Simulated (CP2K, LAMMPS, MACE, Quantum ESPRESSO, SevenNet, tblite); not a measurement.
# Bulk modulus two ways: a static frame of liquid (Rb,Cs)F from 990 K (72 atoms), QE, PBE+D3(BJ)

The cell holds 72 atoms (18 Rb, 18 Cs and 36 F). Recipe: 72 atoms (18 Rb, 18 Cs, 36 F) placed at random at 3.12 g/cm³, melted at 1800 K for 10 ps at fixed volume with the Lennard-Jones and Coulomb ion parameters for SPC/E (Joung and Cheatham, J. Phys. Chem. B 112, 9020 (2008)), full charges. Snapshot at the end of a hold of 20 ps at 990 K and fixed volume. Then the atoms were relaxed with SevenNet 0 in the fixed cell.

Calculated with Quantum ESPRESSO 7.5: PBE+D3(BJ); plane waves, SSSP efficiency, 60/480 Ry; k-points Γ. The cell is scaled evenly by ±3 % in volume, and SevenNet 0 relaxes the atoms at each volume before the single point.

| volume (Å³/atom) | energy less the middle row's (meV/atom) | pressure (GPa) |
| --- | --- | --- |
| 33.120 | -6.725 | -0.893 |
| 34.145 | 0.000 | -1.135 |
| 35.169 | 7.739 | -1.265 |

**Question.** Find the bulk modulus at the middle volume from the pressures and from the energies, and check the printed pressure against the slope of the energy (1 meV/Å³ = 0.16022 GPa).

**Working.**

The step is h = 1.024 Å³. From pressures: B = −V dP/dV = 34.145 × (-0.893 − (-1.265)) / (2 × 1.024) = 6.20 GPa.

From energies: B = V d²E/dV² = 34.145 × (-6.725 + (7.739)) / 1.024² = 32.98 meV/Å³ = 5.28 GPa.

Slope: P = −dE/dV = −(7.739 − (-6.725)) / (2 × 1.024) = -7.06 meV/Å³ = -1.13 GPa, against -1.13 GPa printed.

The modulus from energies lies 15 % under that from pressures.

A central difference over ±3 % overstates P by about B(1 + B′)(0.03)²/6, some 0.00 GPa for B′ = 4. The atoms follow SevenNet 0, so this level's forces do work along the path, which enters the energies but not the printed pressures.

Limits: three points, a static cell at zero temperature, the cell shape held; the modulus is that at -1.1 GPa, not at zero pressure.

[Hosts, paths, dates, database ids (printed as entryN), source tags and the programs' standing remarks are cut or masked in the printed files.]
